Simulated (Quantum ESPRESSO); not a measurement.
# E(M) of CoO

Wanted: E(M) for CoO from a parallel start.

Calculated with Quantum ESPRESSO 7.5; PBE; plane waves with GBRV 1.5 PBE potentials, no spin-orbit coupling.

## 1. The structure

Symmetry: Fm-3m, No. 225, cubic system. The conventional cell has a = 4.263 Å, b = 4.263 Å, c = 4.263 Å, α = 90.00°, β = 90.00°, γ = 90.00°. Nearest to Co lie 6 O at 2.13 Å. Nearest to O lie 6 Co at 2.13 Å. Farther neighbours and most contacts between anions are not listed.

As a file:

```cif
data_structure
_symmetry_space_group_name_H-M 'P 1'
_symmetry_Int_Tables_number 1
_cell_length_a 3.0144
_cell_length_b 3.0144
_cell_length_c 3.0144
_cell_angle_alpha 60.000
_cell_angle_beta 60.000
_cell_angle_gamma 60.000
_cell_volume 19.37
loop_
_atom_site_label
_atom_site_type_symbol
_atom_site_fract_x
_atom_site_fract_y
_atom_site_fract_z
_atom_site_occupancy
Co1 Co 0.00000 0.00000 0.00000 1
O2 O 0.50000 0.50000 0.50000 1
```

The cell comes from the Crystallography Open Database.

## 2. No moment imposed

pw.in

```
&CONTROL
  calculation = 'scf'
  prefix = 'pwscf'
  outdir = './tmp'
  pseudo_dir = './pseudo'
  disk_io = 'nowf'
  tprnfor = .true.
  tstress = .true.
/
&SYSTEM
  ibrav = 0
  nat = 2
  ntyp = 2
  ecutwfc = 40
  ecutrho = 280
  nbnd = 20
  occupations = 'smearing'
  smearing = 'fd'
  degauss = 0.00734986
  nspin = 2
  starting_magnetization(1) = 0.1765
  starting_magnetization(2) = 0
/
&ELECTRONS
  conv_thr = 4d-09
  electron_maxstep = 150
  mixing_beta = 0.3
/
ATOMIC_SPECIES
Co     58.9332 co_pbe_v1.2.uspp.F.UPF
O      15.9990 o_pbe_v1.2.uspp.F.UPF
CELL_PARAMETERS angstrom
   0.0000000000    2.1315000000    2.1315000000
   2.1315000000    0.0000000000    2.1315000000
   2.1315000000    2.1315000000    0.0000000000
ATOMIC_POSITIONS crystal
Co      0.0000000000    0.0000000000    0.0000000000
O       0.5000000000    0.5000000000    0.5000000000
K_POINTS automatic
8 8 8 0 0 0
```

Launch:

```bash
OMP_NUM_THREADS=1 mpirun -n 2 pw.x -nk 2 -in pw.in > pw.out
```

The log of the run:

```text
Program PWSCF v.7.5 starts

     Message from routine setup:
     using ibrav=0 with symmetry is DISCOURAGED, use correct ibrav instead

     K-points division:     npool     =       2
     Subspace diagonalization in iterative solution of the eigenvalue problem:

     G-vector sticks info
     --------------------
     sticks:   dense  smooth     PW     G-vecs:    dense   smooth      PW
     Sum         637     361    121                10417     4477     893

     Using Slab Decomposition

     bravais-lattice index     =            0
     lattice parameter (alat)  =       5.6964  a.u.
     unit-cell volume          =     130.7021 (a.u.)^3
     number of atoms/cell      =            2
     number of atomic types    =            2
     number of electrons       =        23.00
     number of Kohn-Sham states=           20
     kinetic-energy cutoff     =      40.0000  Ry
     charge density cutoff     =     280.0000  Ry
     scf convergence threshold =      4.0E-09
     mixing beta               =       0.3000
     number of iterations used =            8  plain     mixing
     Exchange-correlation= SLA  PW   PBE  PBE
                           (   1   4   3   4   0   0   0)

     celldm(1)=   5.696383  celldm(2)=   0.000000  celldm(3)=   0.000000
     celldm(4)=   0.000000  celldm(5)=   0.000000  celldm(6)=   0.000000

     crystal axes: (cart. coord. in units of alat)
               a(1) = (   0.000000   0.707107   0.707107 )
               a(2) = (   0.707107   0.000000   0.707107 )
               a(3) = (   0.707107   0.707107   0.000000 )

     reciprocal axes: (cart. coord. in units 2 pi/alat)
               b(1) = ( -0.707107  0.707107  0.707107 )
               b(2) = (  0.707107 -0.707107  0.707107 )
               b(3) = (  0.707107  0.707107 -0.707107 )

     PseudoPot. # 1 for Co read from file:
     co_pbe_v1.2.uspp.F.UPF
     Pseudo is Ultrasoft + core correction, Zval = 17.0
     Generated by new atomic code, or converted to UPF format
     Using radial grid of  863 points,  6 beta functions with:
                l(1) =   0
                l(2) =   0
                l(3) =   1
                l(4) =   1
                l(5) =   2
                l(6) =   2
     Q(r) pseudized with  8 coefficients,  rinner =    1.200   1.200   1.200
                                                       1.200   1.200

     PseudoPot. # 2 for O  read from file:
     o_pbe_v1.2.uspp.F.UPF
     Pseudo is Ultrasoft + core correction, Zval =  6.0
     Generated by new atomic code, or converted to UPF format
     Using radial grid of  737 points,  5 beta functions with:
                l(1) =   0
                l(2) =   0
                l(3) =   1
                l(4) =   1
                l(5) =   2
     Q(r) pseudized with  8 coefficients,  rinner =    0.900   0.900   0.900
                                                       0.900   0.900

     atomic species   valence    mass     pseudopotential
     Co               17.00    58.93320     Co( 1.00)
     O                 6.00    15.99900     O ( 1.00)

     Starting magnetic structure
     atomic species   magnetization
     Co              0.176
     O               0.000

     48 Sym. Ops., with inversion, found

   Cartesian axes

     site n.     atom                  positions (alat units)
         1        Co     tau(   1) = (   0.0000000   0.0000000   0.0000000  )
         2        O      tau(   2) = (   0.7071068   0.7071068   0.7071068  )

     number of k points=    29  Fermi-Dirac smearing, width (Ry)=  0.0073
                       cart. coord. in units 2pi/alat
        k(    1) = (   0.0000000   0.0000000   0.0000000), wk =   0.0019531
        k(    2) = (   0.0883883   0.0883883  -0.0883883), wk =   0.0156250
        k(    3) = (   0.1767767   0.1767767  -0.1767767), wk =   0.0156250
        k(    4) = (   0.2651650   0.2651650  -0.2651650), wk =   0.0156250
        k(    5) = (  -0.3535534  -0.3535534   0.3535534), wk =   0.0078125
        [... 24 further k-points ...]

     Dense  grid:    10417 G-vectors     FFT dimensions: (  32,  32,  32)

     Smooth grid:     4477 G-vectors     FFT dimensions: (  24,  24,  24)

     Check: negative core charge=   -0.000039
     Generating pointlists ...
     new r_m :   0.2917 (alat units)  1.6615 (a.u.) for type    1
     new r_m :   0.2917 (alat units)  1.6615 (a.u.) for type    2

     Initial potential from superposition of free atoms

     starting charge      22.0000, renormalised to      23.0000
     Starting wfcs are   17 randomized atomic wfcs +    3 random wfcs

     Self-consistent Calculation

     iteration #  1     ecut=    40.00 Ry     beta= 0.30
     Davidson diagonalization with overlap
     ethr =  1.00E-02,  avg # of iterations =  4.8

     total energy              =    -328.50522576 Ry
     estimated scf accuracy    <       6.99333740 Ry

     total magnetization       =     3.06 Bohr mag/cell
     absolute magnetization    =     3.12 Bohr mag/cell

     iteration #  2     ecut=    40.00 Ry     beta= 0.30
     Davidson diagonalization with overlap
     ethr =  1.00E-02,  avg # of iterations =  2.0

     total energy              =    -329.56782838 Ry
     estimated scf accuracy    <       8.46603215 Ry

     total magnetization       =     0.36 Bohr mag/cell
     absolute magnetization    =     0.40 Bohr mag/cell

     iteration #  3     ecut=    40.00 Ry     beta= 0.30
     Davidson diagonalization with overlap
     ethr =  1.00E-02,  avg # of iterations =  1.4

     total energy              =    -330.71098795 Ry
     estimated scf accuracy    <       0.21105702 Ry

     total magnetization       =     3.00 Bohr mag/cell
     absolute magnetization    =     3.01 Bohr mag/cell

     [... further iterations left out ...]

     iteration # 12     ecut=    40.00 Ry     beta= 0.30
     Davidson diagonalization with overlap
     ethr =  1.32E-08,  avg # of iterations =  1.0

     total energy              =    -330.72024261 Ry
     estimated scf accuracy    <       0.00000016 Ry

     total magnetization       =     2.94 Bohr mag/cell
     absolute magnetization    =     2.97 Bohr mag/cell

     iteration # 13     ecut=    40.00 Ry     beta= 0.30
     Davidson diagonalization with overlap
     ethr =  6.85E-10,  avg # of iterations =  1.2

     total energy              =    -330.72024261 Ry
     estimated scf accuracy    <       0.00000014 Ry

     total magnetization       =     2.94 Bohr mag/cell
     absolute magnetization    =     2.97 Bohr mag/cell

     iteration # 14     ecut=    40.00 Ry     beta= 0.30
     Davidson diagonalization with overlap
     ethr =  6.07E-10,  avg # of iterations =  1.1

     total energy              =    -330.72024263 Ry
     estimated scf accuracy    <          7.1E-09 Ry

     total magnetization       =     2.94 Bohr mag/cell
     absolute magnetization    =     2.97 Bohr mag/cell

     iteration # 15     ecut=    40.00 Ry     beta= 0.30
     Davidson diagonalization with overlap
     ethr =  3.09E-11,  avg # of iterations =  1.5

     Magnetic moment per site  (integrated on atomic sphere of radius R)
     atom   1 (R=0.292)  charge= 14.6154  magn=  2.5155
     atom   2 (R=0.292)  charge=  5.7665  magn=  0.3267

     End of self-consistent calculation

     [... lines left out ...]
     the Fermi energy is    13.8503 ev

!    total energy              =    -330.72024264 Ry
     estimated scf accuracy    <          3.8E-10 Ry
     smearing contrib. (-TS)   =      -0.00811426 Ry
     internal energy E=F+TS    =    -330.71212838 Ry

     The total energy is F=E-TS. E is the sum of the following terms:
     one-electron contribution =    -183.02741595 Ry
     hartree contribution      =     104.89316814 Ry
     xc contribution           =     -40.01501885 Ry
     ewald contribution        =    -212.56286172 Ry

     total magnetization       =     2.94 Bohr mag/cell
     absolute magnetization    =     2.97 Bohr mag/cell

     convergence has been achieved in  15 iterations

     Forces acting on atoms (cartesian axes, Ry/au):

     atom    1 type  1   force =     0.00000000    0.00000000    0.00000000
     atom    2 type  2   force =     0.00000000    0.00000000   -0.00000000

     Total force =     0.000000     Total SCF correction =     0.000000

     Computing stress (Cartesian axis) and pressure

          total   stress  (Ry/bohr**3)                   (kbar)     P=      -13.42
  -0.00009126  -0.00000000  -0.00000000          -13.42       -0.00       -0.00
  -0.00000000  -0.00009126  -0.00000000           -0.00      -13.42       -0.00
  -0.00000000  -0.00000000  -0.00009126           -0.00       -0.00      -13.42

=------------------------------------------------------------------------------=
   JOB DONE.
=------------------------------------------------------------------------------=
```

The job ended after 7.7 s (2 MPI ranks of Arm Neoverse V2, shared host; peak memory 0.15 GiB; 15 s of CPU time).

Spin moment in the atom's sphere by atom:

```csv
atom,spin moment in the atom's sphere (μB)
Co1,2.52
O2,0.33
```

Read from the output:

```yaml
smearing_term_ts: 0.1104 eV
pressure: -1.342 GPa
magnetization: 2.943 μB
absolute_magnetization: 2.967 μB
final_state: ferromagnetic
```

## 3. Moment fixed at 0 μB

The two spin channels are filled to separate Fermi energies, so that the total moment meets the target. Half of the up one less the down one is the slope dE/dM.

Edit pw.in of step 2 so:

```diff
@@ -20,4 +20,5 @@
   nspin = 2
-  starting_magnetization(1) = 0.1765
+  starting_magnetization(1) = 0.0088
   starting_magnetization(2) = 0
+  tot_magnetization = 0
 /
```

The log of the run:

```text
     [... lines left out ...]
Program PWSCF v.7.5 starts
     [... lines left out ...]
     number of atoms/cell      =            2
     [... lines left out ...]
     number of electrons       =        23.00 (up:  11.50, down:  11.50)
     number of Kohn-Sham states=           20
     kinetic-energy cutoff     =      40.0000  Ry
     charge density cutoff     =     280.0000  Ry
     scf convergence threshold =      4.0E-09
     [... lines left out ...]
     48 Sym. Ops., with inversion, found
     [... lines left out ...]
     number of k points=    29  Fermi-Dirac smearing, width (Ry)=  0.0073
     [... lines left out ...]
     iteration # 13     ecut=    40.00 Ry     beta= 0.30
     [... lines left out ...]
     Magnetic moment per site  (integrated on atomic sphere of radius R)
     atom   1 (R=0.292)  charge= 14.6964  magn=  0.0000
     atom   2 (R=0.292)  charge=  5.6941  magn= -0.0000
     [... lines left out ...]
     the spin up/dw Fermi energies are    13.5457   13.5458 ev
!    total energy              =    -330.68331292 Ry
     estimated scf accuracy    <          1.4E-09 Ry
     smearing contrib. (-TS)   =      -0.00827261 Ry
     [... lines left out ...]
     total magnetization       =    -0.00 Bohr mag/cell
     absolute magnetization    =     0.00 Bohr mag/cell
     convergence has been achieved in  13 iterations
     [... lines left out ...]
     Total force =     0.000000     Total SCF correction =     0.000000
     [... lines left out ...]
          total   stress  (Ry/bohr**3)                   (kbar)     P=     -190.32
     [... lines left out ...]
```

Run time: 7 s. Hardware: 2 MPI ranks; peak memory 0.15 GiB; 14 s of CPU time.

This step gave:

* magnetization: 0 μB
* absolute magnetization: 0 μB
* half the difference of the two Fermi energies: 0 meV
* largest moment: 0 μB

## 4. Moment fixed at 0.397 μB

Edit pw.in of step 3 so:

```diff
@@ -20,5 +20,5 @@
   nspin = 2
-  starting_magnetization(1) = 0.0088
+  starting_magnetization(1) = 0.0234
   starting_magnetization(2) = 0
-  tot_magnetization = 0
+  tot_magnetization = 0.397
 /
```

The log of the run:

```text
     [... lines left out ...]
Program PWSCF v.7.5 starts
     [... lines left out ...]
     number of atoms/cell      =            2
     [... lines left out ...]
     number of electrons       =        23.00 (up:  11.70, down:  11.30)
     number of Kohn-Sham states=           20
     kinetic-energy cutoff     =      40.0000  Ry
     charge density cutoff     =     280.0000  Ry
     scf convergence threshold =      4.0E-09
     [... lines left out ...]
     48 Sym. Ops., with inversion, found
     [... lines left out ...]
     number of k points=    29  Fermi-Dirac smearing, width (Ry)=  0.0073
     [... lines left out ...]
     iteration # 14     ecut=    40.00 Ry     beta= 0.30
     [... lines left out ...]
     Magnetic moment per site  (integrated on atomic sphere of radius R)
     atom   1 (R=0.292)  charge= 14.6951  magn=  0.3886
     atom   2 (R=0.292)  charge=  5.6952  magn= -0.0118
     [... lines left out ...]
     the spin up/dw Fermi energies are    13.4385   13.6600 ev
!    total energy              =    -330.68500163 Ry
     estimated scf accuracy    <          1.4E-09 Ry
     smearing contrib. (-TS)   =      -0.00770470 Ry
     [... lines left out ...]
     total magnetization       =     0.40 Bohr mag/cell
     absolute magnetization    =     0.43 Bohr mag/cell
     convergence has been achieved in  14 iterations
     [... lines left out ...]
     Total force =     0.000000     Total SCF correction =     0.000000
     [... lines left out ...]
          total   stress  (Ry/bohr**3)                   (kbar)     P=     -186.00
     [... lines left out ...]
```

The job ended after 7.3 s (2 MPI ranks; peak memory 0.15 GiB).

Spin moment in the atom's sphere by atom:

```csv
atom,spin moment in the atom's sphere (μB)
Co1,0.389
O2,-0.012
```

Numbers from this step:

| Quantity | Value |
| --- | --- |
| magnetization | 0.397 μB |
| absolute magnetization | 0.426 μB |
| half the difference of the two Fermi energies | -110.8 meV |

## 5. Moment fixed at 0.795 μB

Edit pw.in of step 4 so:

```diff
@@ -15,3 +15,3 @@
   ecutrho = 280
-  nbnd = 20
+  nbnd = 21
   occupations = 'smearing'
@@ -20,5 +20,5 @@
   nspin = 2
-  starting_magnetization(1) = 0.0234
+  starting_magnetization(1) = 0.0468
   starting_magnetization(2) = 0
-  tot_magnetization = 0.397
+  tot_magnetization = 0.795
 /
```

The log of the run:

```text
     [... lines left out ...]
Program PWSCF v.7.5 starts
     [... lines left out ...]
     number of atoms/cell      =            2
     [... lines left out ...]
     number of electrons       =        23.00 (up:  11.90, down:  11.10)
     number of Kohn-Sham states=           21
     kinetic-energy cutoff     =      40.0000  Ry
     charge density cutoff     =     280.0000  Ry
     scf convergence threshold =      4.0E-09
     [... lines left out ...]
     48 Sym. Ops., with inversion, found
     [... lines left out ...]
     number of k points=    29  Fermi-Dirac smearing, width (Ry)=  0.0073
     [... lines left out ...]
     iteration # 13     ecut=    40.00 Ry     beta= 0.30
     [... lines left out ...]
     Magnetic moment per site  (integrated on atomic sphere of radius R)
     atom   1 (R=0.292)  charge= 14.6906  magn=  0.7672
     atom   2 (R=0.292)  charge=  5.6991  magn= -0.0124
     [... lines left out ...]
     the spin up/dw Fermi energies are    13.3715   13.7434 ev
!    total energy              =    -330.68942428 Ry
     estimated scf accuracy    <          2.8E-09 Ry
     smearing contrib. (-TS)   =      -0.00728570 Ry
     [... lines left out ...]
     total magnetization       =     0.80 Bohr mag/cell
     absolute magnetization    =     0.83 Bohr mag/cell
     convergence has been achieved in  13 iterations
     [... lines left out ...]
     Total force =     0.000000     Total SCF correction =     0.000000
     [... lines left out ...]
          total   stress  (Ry/bohr**3)                   (kbar)     P=     -170.29
     [... lines left out ...]
```

The job ended after 7.2 s (2 MPI ranks; peak memory 0.15 GiB; 14 s of CPU time).

This step gave:

```yaml
magnetization: 0.795 μB
absolute_magnetization: 0.829 μB
half_the_difference_of_the_two_fermi_energies: -186 meV
largest_moment: 0.7672 μB
```

## 6. E(M)

The runs not shown differ in the target, the start and the number of states alone. The point at 2.94 μB is the free run, entered with slope zero.

Energy over the lowest against total spin moment:

```csv
total spin moment (μB a cell),energy over the lowest (meV a cell)
0.00,502
0.40,479
0.80,419
1.19,335
1.59,234
1.99,140
2.38,66.2
2.78,9.19
2.94,0
3.18,258
3.58,1212
3.97,2400
```

The dE/dM by total spin moment:

```csv
total spin moment (μB a cell),dE/dM (meV/μB)
0.00,-0.0299
0.40,-111
0.80,-186
1.19,-237
1.59,-261
1.99,-206
2.38,-169
2.78,-98.4
2.94,0
3.18,1855
3.58,2728
3.97,3224
```

The largest site moment by total spin moment:

```csv
total spin moment (μB a cell),largest site moment (μB)
0.00,1.4e-5
0.40,0.389
0.80,0.767
1.19,1.13
1.59,1.48
1.99,1.81
2.38,2.12
2.78,2.40
2.94,2.52
3.18,2.62
3.58,2.76
3.97,2.92
```

## 7. Outcome

| Property | Result |
| --- | --- |
| moment of the free run | 2.94 μB a cell |
| energy at zero total moment | 502 meV a cell over the lowest |
| ΔE/ΔM² from the lowest point to 3.18 and to 2.78 μB | 4655 and 349 meV/μB² |

At zero total moment the site moments vanish, so the 502 meV a cell is the energy of forming them. The points show one minimum alone. The cell holds one seeded atom, so opposed orders, which may lie lower, cannot form in it. Energies are free energies at an electronic temperature of 1160 K, which lowers moments and differences where the moments are itinerant. No Hubbard term acts here. In such compounds local and semilocal functionals without one often delocalise the d electrons, and can shrink or lose moments and miss the size, sign and order of the couplings. The smearing term is large for its width, so states at the Fermi level are partly filled: at this level the cell is a metal or has a gap of a few widths at most.

[Logs and program files are shortened in this print: banners, set-up blocks, solver, clock and traceback lines can be left out without a mark of their own.]

[Logs are printed without paths, hosts, clocks, repeated set-up lines and the standing remarks that a program may print on its own settings, such as how far it seeks lower states.]

[Hosts, paths, dates, database ids (printed as entryN), source tags and the programs' standing remarks are cut or masked in the printed files.]

[Where a cell is said to come from a database of computed structures, the database is the Materials Project.]
